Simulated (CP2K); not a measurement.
Consider 1,3,4-oxadiazole at its PBE geometry (Å).

```xyz
7

C    -1.0615    0.0921    0.0439
N    -0.6577   -1.0648    0.4667
N     0.7492   -1.0494    0.3570
C     1.0525    0.1162   -0.1243
O    -0.0395    0.9138   -0.3555
H    -2.0734    0.4721   -0.0292
H     2.0305    0.5200   -0.3588
```

Method: CP2K XAS_TDP, all-electron GAPW, PBEh(45%), aug-cc-pVDZ, TDA, GW2X-corrected core level, no relativity.

Q: Predict the bright core excitations at the C K edge.

Leading lines: C1 289.15 eV. The leading line of an atom is its first one with 35 % of the strongest within 2.5 eV of its lowest line over the strength cut. Core ionisation energies at this level: C1 295.25 eV.

The first six lines of each atom with a strength over 0.0015:

```csv
atom,energy (eV),states,"strength, one atom",above the computed threshold
"C1 (bonded to N, O and H), 2 alike",289.15,1,0.0594,
,292.98,1,0.0185,
,293.53,1,0.0198,
,294.19,1,0.0078,
,294.63,1,0.0055,
,295.15,1,0.0061,
```

Lines are vertical, at one geometry, with no vibrational structure. GW2X ionisation energies and lines can be off by 1 to 2 eV either way, and a good line position may hide errors that cancel. These values hold no scalar relativity, about 0.1 eV for C 1s. Rydberg lines, and the discretised continuum above threshold, depend on the basis and the box.

[Banner, clock and machine lines of the logs are left out without a mark of their own.]

[Logs are printed without paths, hosts, clocks, repeated set-up lines and the standing remarks that a program may print on its own settings, such as how far it seeks lower states.]

[Hosts, paths, dates, database ids (printed as entryN), source tags and the programs' standing remarks are cut or masked in the printed files.]
